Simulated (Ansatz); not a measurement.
Two G0W0 runs on MoSeTe/WSe2 (van der Waals superlattice) (P3m1).

The structure was built from a prototype and need not be the compound's stable phase.

```cif
data_structure
_symmetry_space_group_name_H-M 'P 1'
_symmetry_Int_Tables_number 1
_cell_length_a 3.2866
_cell_length_b 3.2866
_cell_length_c 12.6233
_cell_angle_alpha 90.000
_cell_angle_beta 90.000
_cell_angle_gamma 120.000
_cell_volume 118.09
loop_
_atom_site_label
_atom_site_type_symbol
_atom_site_fract_x
_atom_site_fract_y
_atom_site_fract_z
_atom_site_occupancy
Mo1 Mo 0.33333 0.66667 0.26573 1
Se2 Se 0.66667 0.33333 0.39485 1
Te3 Te 0.66667 0.33333 0.11614 1
W4 W 0.66667 0.33333 0.74646 1
Se5 Se 0.00000 0.00000 0.87784 1
Se6 Se 0.00000 0.00000 0.61486 1
```

The structure was relaxed with PBEsol-D3(BJ). The runs that relaxed it are not among those shown. Spin-orbit coupling is left out unless a run names it.

The first (Ansatz 0.2.0; start PBEsol, 6×6×2 mesh, 492 empty bands, screening to 150 eV, PAW set soft_1 files; 1 × NVIDIA H100 80GB HBM3 (shared by 6 runs) with 3 threads of AMD EPYC 7R13 (Zen 3), shared host) gave, on its mesh: starting gap 0.55 eV, G0W0 gap 0.88 eV, RPA ε∞ (mean) 15.62, 65 s.

**Question.** The second changes empty bands from 492 to 124 and screening cutoff (eV) from 150.0 to 60. What does it give?

It gave: starting gap 0.55 eV, G0W0 gap 0.78 eV, RPA ε∞ (mean) 16.03, 21 s. The G0W0 gap moves by −0.10 eV, +0.00 eV from the start and −0.10 eV from the correction. Σc changes by +0.55 eV at the valence top and +0.45 eV at the conduction bottom, and Σx − Vxc between them by +0.00 eV.

Limits: not at the basis limit; no spin-orbit coupling; coarse k mesh.

[Paths, hosts, dates, memory and timing lines, banners, echoed tables and standing remarks are left out of the program output.]

[Logs are printed without paths, hosts, clocks, repeated set-up lines and the standing remarks that a program may print on its own settings, such as how far it seeks lower states.]

[Runs of the session that timed out or met a known fault of the program may be left out.]

[Cells called generated may have been cut or substituted from an entry of the Crystallography Open Database or the Materials Project.]

[Hosts, paths, dates, database ids (printed as entryN), source tags and the programs' standing remarks are cut or masked in the printed files.]
